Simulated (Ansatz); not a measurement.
# Na3TeF (model cell, started as antiperovskite): from the cell to its phonons, part 2 of 2

Wanted: vibrations and spectra of Na3TeF (model cell, started as antiperovskite); the cell is already relaxed. After the zone centre comes a 4×4×4 q mesh on a 8×8×8 k mesh.

Ansatz 0.2.0; DFT PBEsol, scalar-relativistic, plane waves, PAW; PAW set soft_1.

So far. Step 2 (Linear response at the zone centre): Before it was imposed, the acoustic sum rule was missed by 0.0021 eV/Å² and the charge sum rule by 0.0071 e. Small misses are needed for a sound result but don't prove that mesh and cutoff are converged. The lowest optical mode is real, 108 cm⁻¹.

The structure was built from a prototype and need not be the compound's stable phase.

### Step 3. Phonons on a q mesh

Stability and thermal properties need the whole zone. Linear response on a 4×4×4 q mesh gives force constants as far as a supercell of that size would, and the tensors from the zone-centre run are typed in so that the long-range dipole term is interpolated apart.

The input, input.yaml:

```yaml
crystal:
  lattice:
    - [4.6665272377, 0.0, 0.0]
    - [0.0, 4.6665272377, 0.0]
    - [0.0, 0.0, 4.6665272377]
  atoms:
    - { symbol: Te, position: [0.0, 0.0, 0.0] }
    - { symbol: F, position: [0.5, 0.5, 0.5] }
    - { symbol: Na, position: [0.5, 0.5, 0.0] }
    - { symbol: Na, position: [0.5, 0.0, 0.5] }
    - { symbol: Na, position: [0.0, 0.5, 0.5] }
kpoints:
  mp_grid: { grid: [8, 8, 8] }
hamiltonian:
  xc: pbesol
  pseudopotentials: { kind: paw, azcp: { folder: soft_1 }, xc_functional: pbe }
scf:
  occupations: { method: fixed }
output:
  eigenvalues: true
phonons:
  method: dfpt
  qmesh: [4, 4, 4]
  temperatures: { t_max: 1000, t_step: 50 }
  qpath:
    path:
      - [[0.0, 0.0, 0.0], [0.0, 0.5, 0.0], [0.5, 0.5, 0.0], [0.0, 0.0, 0.0], [0.5, 0.5, 0.5], [0.0, 0.5, 0.0]]
      - [[0.5, 0.5, 0.5], [0.5, 0.5, 0.0]]
    npoints: 10
  non_analytic_term:
    high_frequency_dielectric_tensor: [[4.1493, 0.0, 0.0], [0.0, 4.1493, 0.0], [0.0, 0.0, 4.1493]]
    born_effective_charges:
      - { species: Te, tensor: [[-1.9231, 0.0, 0.0], [0.0, -1.9231, 0.0], [0.0, 0.0, -1.9231]] }
      - { species: F, tensor: [[-1.4651, 0.0, 0.0], [0.0, -1.4651, 0.0], [0.0, 0.0, -1.4651]] }
      - { species: Na, tensor: [[1.303, 0.0, 0.0], [0.0, 1.303, 0.0], [0.0, 0.0, 0.7821]] }
      - { species: Na, tensor: [[1.303, 0.0, 0.0], [0.0, 0.7821, 0.0], [0.0, 0.0, 1.303]] }
      - { species: Na, tensor: [[0.7821, 0.0, 0.0], [0.0, 1.303, 0.0], [0.0, 0.0, 1.303]] }
    source: "zone-centre run at this cell"
```

Command:

```sh
$ ansatz run input.yaml --threads 4 --pin off --max-ram 16384MiB --backend cpu --events-out ev --progress --plain --runs-dir out
```

Numbers of over 12 decimals in the logs are rounded to 6 here.

Output:

```text
[...]
Crystal: 5 atoms, lattice volume = 101.621 Å³
Basis set: ecut = 420 eV, 1935 PW (Γ), exchange–correlation on 64×64×64 points (8 copies of the dense FFT grid, shifted against one another)
Bands: 30, of which v1, the nominal top of the filled ones, is band 25 counted from 1 (24 counted from 0)
Symmetry: 48 space group operations
k-points: 35 of 512
[...]
SCF iter   1: F=—  HF=-12147.894678 eV  |F-HF|=—  |Δ(HF+E_count)|=         —  Δρ=2.85e-1  dr2=8.52e1  ethr=3.10e-3  ⟨swp⟩=5.0  Hψ=4323  notcnv=0  defer=88
[...]
SCF iter  15: F=-12135.020382 eV  HF=-12135.020382 eV  |F-HF|=1.82e-12  |Δ(HF+E_count)|=  1.82e-12  Δρ=1.88e-8  dr2=2.84e-13  ethr=1.00e-12  ⟨swp⟩=14.3  Hψ=6238  notcnv=0
SCF 1 converged in 15 iterations: F = -12135.020382 eV  dr2 = 2.84e-13
[...]
NSCF: frozen V_eff on 35 k-points
[...]
DFPT response loops at q = (0, 0, 0) (fractional): preconditioner auto → Resta (q_TF=auto, 2.424 Å⁻¹)  ε∞=5.2 (no band partly filled); β = 1.00, the filter's whole step (`scf.mixing.beta` (0.50) is not read by the response loops at its default; to damp them type it under 1.00, their step now; it binds the ground state too); Broyden in place of MSR1
[...]
SCF converged after 15 iterations
Free energy (F): -12135.020382 eV
[...]
Internal energy: -12135.020382 eV  (E = F + TS)
E sigma→0 (E₀):  -12135.020382 eV
Fermi energy:    4.772030 eV
[...]
--- Band table (eV; the first three rows and the last of 35) ---
  k-point 0: bands = [... 21 lower, 0.3342, 4.5073, 4.5073, 4.5073, 6.9614, 8.8800, 8.8800, 13.0744, ... 1 higher]
  k-point 1: bands = [... 21 lower, 0.3375, 4.0533, 4.5164, 4.5164, 7.3208, 8.9572, 9.3252, 12.5088, ... 1 higher]
  k-point 2: bands = [... 21 lower, 0.3458, 3.2876, 4.5387, 4.5387, 7.8764, 9.1654, 10.4761, 11.7848, ... 1 higher]
  k-point 34: bands = [... 21 lower, 0.1419, 3.2648, 3.2648, 3.2648, 8.9990, 8.9990, 8.9990, 11.2075, ... 1 higher]
--- Phonons (Γ-DFPT): 4 representative perturbations + reference (Σ response iterations 12) ---
  ASR residual: 2.087e-3 → 0.000e0 eV/Å²; symmetrization residual: 7.724e-6 eV/Å²
  ASR residual per site (eV/Å²): 3.47e-6 1.58e-3 2.09e-3 2.09e-3 2.09e-3
[...]
--- Phonons (arbitrary-q DFPT): 10 irreducible q on the 4×4×4 mesh ---
  q = [0.0000, 0.0000, 0.0000] (star 1, of the zone-centre solve; hermiticity 4.96e-6, symmetrization 4.15e-12): -0.00 -0.00 0.00 107.86 107.86 107.86 123.99 123.99 123.99 188.40 188.40 188.40 237.97 237.97 237.97
  q = [0.0000, 0.0000, 0.2500] (star 6, 9 solved perturbations in 1560 linear systems a pass and spin channel, the states on 200 of 512 k-point pairs; hermiticity 2.55e-6, symmetrization 6.53e-12): 41.00 41.00 65.94 105.06 105.06 126.46 128.70 128.70 141.02 185.70 185.70 210.63 237.78 237.78 281.85
[...]
q = [0.0000, 0.2500, -0.5000] (star 12, 15 solved perturbations on 200 of 512 k-point pairs; hermiticity 2.86e-6, symmetrization 6.95e-7): 62.59 71.50 83.22 100.73 111.69 118.21 135.29 135.61 171.53 172.64 178.03 213.58 237.35 246.10 247.72
[...]
sum rule: each row above includes the acoustic sum rule's correction from the zone centre's row sums; it moved no ω² by more than (4.97 cm⁻¹)²
  mesh force constants: q→R imaginary residual 1.21e-18; ASR residual 2.087e-3 → 0.000e0 eV/Å²; symmetrization residual 4.885e-15 eV/Å²
  interpolated dispersion: 63 rows × 15 modes
  density of states and harmonic sums: on the 16×16×16 q-mesh, interpolated from the force constants of a 4×4×4 supercell (with the dipole–dipole term of supplied tensors)
  largest difference from the sums on the solved wave vectors: F 1.39e-2 eV, S 1.79e-5 and C_V 3.97e-6 eV/K
  zero-point energy: 0.140474 eV/cell   skipped modes (ω ≤ 0): 3   left out of the sums: 4.88e-5 of the cell's modes: C_V's classical limit lies that fraction below 3 k_B per atom; for a crystal, a wire or a layer, F and S can be off by more, and a phonons.interpolated_qmesh denser along its periods is the remedy for the sampling
```

Wall time 17 min (4 threads of Arm Neoverse V1, shared host); peak memory 3.3 GiB.

This step gave:

| Property | Result |
| --- | --- |
| sum-rule residual before enforcement | 0.002087 eV/Å² |
| lowest frequency on the path | 0 cm⁻¹ |
| highest frequency on the path or at a solved wavevector | 282 cm⁻¹ |
| mean frequency | 151.1 cm⁻¹ |
| Debye temperature (second moment) | 304 K |
| logarithmic mean frequency | 136.7 cm⁻¹ |
| lowest mode on the q mesh (acoustic modes at Γ apart) | 41 cm⁻¹ |
| zero-point energy per atom | 28.09 meV |
| heat capacity at 300 K | 23.72 J/(mol atoms K) |
| vibrational entropy at 300 K | 36.1 J/(mol atoms K) |

Frequencies (cm⁻¹) solved at each irreducible wavevector; negative means imaginary. Frequencies by wavevector, by row:

| q in reciprocal lattice units | star | mode 1 | mode 2 | mode 3 | mode 4 | mode 13 | mode 14 | mode 15 |
| --- | --- | --- | --- | --- | --- | --- | --- | --- |
| 0 0 0 | 1 | 0 | 0 | 0 | 107.9 | 238 | 238 | 238 |
| 0 0 0.25 | 6 | 41 | 41 | 65.9 | 105.1 | 237.8 | 237.8 | 281.9 |
| 0 0 -0.5 | 3 | 62 | 62 | 92.5 | 97.8 | 237.7 | 237.7 | 279.2 |
| 0 0.25 0.25 | 12 | 52.8 | 54.7 | 80.1 | 108.1 | 225.3 | 237.6 | 265.1 |
| 0 0.25 -0.5 | 12 | 62.6 | 71.5 | 83.2 | 100.7 | 237.3 | 246.1 | 247.7 |
| 0 -0.5 -0.5 | 3 | 62.6 | 78.5 | 78.5 | 80.9 | 214.5 | 237 | 254.8 |
| 0.25 0.25 0.25 | 8 | 64.3 | 64.3 | 81.9 | 104.6 | 226 | 226 | 263 |
| 0.25 0.25 -0.5 | 12 | 73.3 | 75.4 | 82.7 | 97.2 | 226.8 | 228.4 | 264.1 |
| 0.25 -0.5 -0.5 | 6 | 77.3 | 80.6 | 80.6 | 81.1 | 215.9 | 217.9 | 272.3 |
| -0.5 -0.5 -0.5 | 1 | 81.4 | 81.4 | 81.4 | 82.7 | 217.8 | 217.8 | 276.8 |

Interpolated from a 4×4×4 q mesh, with the LO-TO term (at Γ the limit along the path; where Γ stands inside the path, tables give the limit on arrival). Phonon branches along the path, in cm⁻¹:

| point | branch 1 | branch 2 | branch 3 | branch 4 | branch 12 | branch 13 | branch 14 | branch 15 |
| --- | --- | --- | --- | --- | --- | --- | --- | --- |
| Γ | 0 | 0 | 0 | 108 | 211 | 238 | 238 | 282 |
| halfway | 41 | 41 | 66 | 105 | 211 | 238 | 238 | 282 |
| X | 62 | 62 | 92 | 98 | 211 | 238 | 238 | 279 |
| halfway | 63 | 72 | 83 | 101 | 214 | 237 | 246 | 248 |
| M | 63 | 78 | 78 | 81 | 214 | 214 | 237 | 255 |
| halfway | 53 | 55 | 80 | 108 | 224 | 225 | 238 | 265 |
| Γ | 0 | 0 | 0 | 108 | 211 | 238 | 238 | 282 |
| halfway | 64 | 64 | 82 | 105 | 222 | 226 | 226 | 263 |
| R | 81 | 81 | 81 | 83 | 218 | 218 | 218 | 277 |
| halfway | 73 | 75 | 83 | 97 | 208 | 227 | 228 | 264 |
| X | 62 | 62 | 92 | 98 | 211 | 238 | 238 | 279 |
| jump to R | 81 | 81 | 81 | 83 | 218 | 218 | 218 | 277 |
| halfway | 77 | 81 | 81 | 81 | 216 | 216 | 218 | 272 |
| M | 63 | 78 | 78 | 81 | 214 | 214 | 237 | 255 |

Tetrahedra on a 16×16×16 mesh, mean over bins of 5 cm-1. Interpolated from a 4×4×4 q mesh. Phonon density of states against wavenumber; read off at these points:

| wavenumber (cm⁻¹) | phonon density of states (1/cm⁻¹/cell) |
| --- | --- |
| 2 | 2.0e-5 |
| 18 | 0.00152 |
| 28 | 0.00439 |
| 42 | 0.0132 |
| 58 | 0.0426 |
| 68 | 0.0727 |
| 82 | 0.164 |
| 98 | 0.0570 |
| 108 | 0.148 |
| 122 | 0.0447 |
| 138 | 0.0654 |
| 148 | 0.0508 |
| 162 | 0.0746 |
| 168 | 0.128 |
| 178 | 0.124 |
| 188 | 0.0384 |
| 202 | 0.00185 |
| 218 | 0.0975 |
| 228 | 0.0678 |
| 238 | 0.130 |
| 242 | 0.0239 |
| 258 | 0.0401 |
| 268 | 0.0351 |
| 282 | 0.00498 |

The partial phonon density of states has structure finer than the step of the table below, so its rows give means over 10 cm⁻¹, whole bins alone (the curve runs from -10 to 300 cm⁻¹). Peaks (cm⁻¹: height): F 179.4: 0.0215, 216.5: 0.0667, 236.0: 0.0721, 263.3: 0.0163; Na 103.2: 0.105, 126.7: 0.0703, 169.6: 0.108, 212.6: 0.0504, 236.0: 0.0546, 261.4: 0.0287; Te 64.2: 0.0754, 81.8: 0.122, 107.1: 0.0217.

Phonopy on the run's constants, 13x13x13 mesh, Gaussian sigma 2.2 cm-1. Interpolated from a 4×4×4 q mesh. Table of partial phonon density of states by wavenumber; means over each step; values in 1/cm⁻¹/cell:

| wavenumber (cm⁻¹) | F | Na | Te |
| --- | --- | --- | --- |
| 0 | 1.1e-5 | 4.2e-5 | 7.8e-5 |
| 10 | 4.0e-5 | 1.5e-4 | 2.9e-4 |
| 20 | 1.9e-4 | 6.8e-4 | 0.00137 |
| 30 | 4.4e-4 | 0.00166 | 0.00368 |
| 40 | 7.5e-4 | 0.00289 | 0.00764 |
| 50 | 0.00120 | 0.00500 | 0.0174 |
| 60 | 0.00153 | 0.00741 | 0.0533 |
| 70 | 0.00150 | 0.00911 | 0.0625 |
| 80 | 0.00166 | 0.0162 | 0.0904 |
| 90 | 5.6e-4 | 0.0321 | 0.0238 |
| 100 | 0.00382 | 0.0751 | 0.00916 |
| 110 | 0.00573 | 0.0867 | 0.0155 |
| 120 | 0.00237 | 0.0575 | 0.00358 |
| 130 | 0.00405 | 0.0681 | 0.00318 |
| 140 | 0.00441 | 0.0523 | 0.00275 |
| 150 | 0.00578 | 0.0448 | 0.00181 |
| 160 | 0.00919 | 0.0578 | 8.5e-4 |
| 170 | 0.0157 | 0.0989 | 3.8e-4 |
| 180 | 0.0202 | 0.0769 | 1.3e-4 |
| 190 | 0.00640 | 0.0199 | 1.6e-5 |
| 200 | 9.6e-4 | 0.00281 | 8.7e-6 |
| 210 | 0.0323 | 0.0278 | 3.2e-4 |
| 220 | 0.0546 | 0.0279 | 5.3e-4 |
| 230 | 0.0500 | 0.0313 | 3.4e-4 |
| 240 | 0.0383 | 0.0320 | 2.2e-4 |
| 250 | 0.00541 | 0.0115 | 1.3e-4 |
| 260 | 0.0134 | 0.0263 | 3.1e-4 |
| 270 | 0.0119 | 0.0204 | 2.0e-4 |
| 280 | 0.00741 | 0.00677 | 1.1e-4 |
| 290 | 1.2e-4 | 6.6e-5 | 1.7e-6 |

Harmonic thermodynamic functions per atom, from the density of states. Interpolated from a 4×4×4 q mesh. Thermodynamic functions, by row:

| T (K) | F_vib (meV/atom) | S (J/mol-atom/K) | C_V (J/mol-atom/K) |
| --- | --- | --- | --- |
| 0 | 28.09 | 0 | 0 |
| 50 | 27.47 | 4.08 | 8.291 |
| 100 | 23.08 | 12.86 | 16.93 |
| 200 | 2.06 | 26.73 | 22.34 |
| 300 | -30.78 | 36.1 | 23.72 |
| 400 | -71.93 | 43.01 | 24.24 |
| 500 | -119.4 | 48.45 | 24.49 |
| 600 | -172 | 52.92 | 24.63 |
| 700 | -228.9 | 56.73 | 24.71 |
| 800 | -289.4 | 60.03 | 24.76 |
| 900 | -353.2 | 62.95 | 24.8 |
| 1000 | -419.8 | 65.56 | 24.83 |

Harmonic mean-square displacement, third of the trace. Interpolated from a 4×4×4 q mesh. Mean square displacements, by row:

| T (K) | Te1 U_eq (Å²) | F2 U_eq (Å²) | Na3 U_eq (Å²) | Na4 U_eq (Å²) | Na5 U_eq (Å²) |
| --- | --- | --- | --- | --- | --- |
| 0 | 0.00187 | 0.00467 | 0.00534 | 0.00534 | 0.00534 |
| 100 | 0.00445 | 0.00624 | 0.00815 | 0.00815 | 0.00815 |
| 300 | 0.01253 | 0.01383 | 0.02016 | 0.02016 | 0.02016 |
| 600 | 0.0249 | 0.02661 | 0.03945 | 0.03945 | 0.03945 |

Symmetry leaves 10 wavevectors to solve. The lowest mode among them, the acoustic zeros apart, lies at q = (0, 0, 0.25) and is real, 41.0 cm⁻¹.

### Step 4. Summary of results

```json
{
  "space group (within 0.01 Å)": "Pm-3m",
  "volume per atom": "20.3 Å³",
  "gap on the k-mesh": "2.19 eV",
  "highest optical mode at the zone centre (no LO-TO term)": "238 cm⁻¹",
  "top of the zone-centre spectrum with the field": "282 cm⁻¹",
  "lowest optical zone-centre mode": "108 cm⁻¹",
  "mean high-frequency dielectric constant": "4.15",
  "mean static dielectric constant": "10.5",
  "largest Born charge (third of the trace)": "-1.92 e",
  "lowest mode on the q mesh (acoustic modes at Γ apart)": "41.0 cm⁻¹",
  "highest frequency on the path or at a solved wavevector": "282 cm⁻¹",
  "zero-point energy per atom": "28.1 meV",
  "heat capacity at 300 K": "23.7 J/(mol atoms K)",
  "vibrational entropy at 300 K": "36.1 J/(mol atoms K)",
  "Debye temperature (second moment)": "304 K",
  "imaginary modes on the 4×4×4 q mesh": "none"
}
```

The structure is a minimum as far as tested: no mode is imaginary at the 10 irreducible wavevectors of the 4×4×4 mesh, and the softest away from the acoustic zeros lies at 41 cm⁻¹. Without the field, the optical modes at Γ span 108 to 238 cm⁻¹. With the macroscopic field of the longitudinal modes the top of the zone-centre spectrum lies at 282 cm⁻¹, against 238 cm⁻¹ without it. Lattice motion raises the mean dielectric constant from 4.149 to 10.55. The strongest infrared line is at 188 cm⁻¹. Spin-orbit coupling is left out, which can matter for the heavy elements here. The PAW files were made for PBE and serve the other functionals too. The starting cell was built on a prototype and not taken from a measurement, so the phase need not exist. These are harmonic frequencies at zero temperature: anharmonic shifts, linewidths and thermal expansion are left out.

[Logs are printed without paths, hosts, clocks, repeated set-up lines and the standing remarks that a program may print on its own settings, such as how far it seeks lower states.]

[Hosts, paths, dates, database ids (printed as entryN), source tags and the programs' standing remarks are cut or masked in the printed files.]
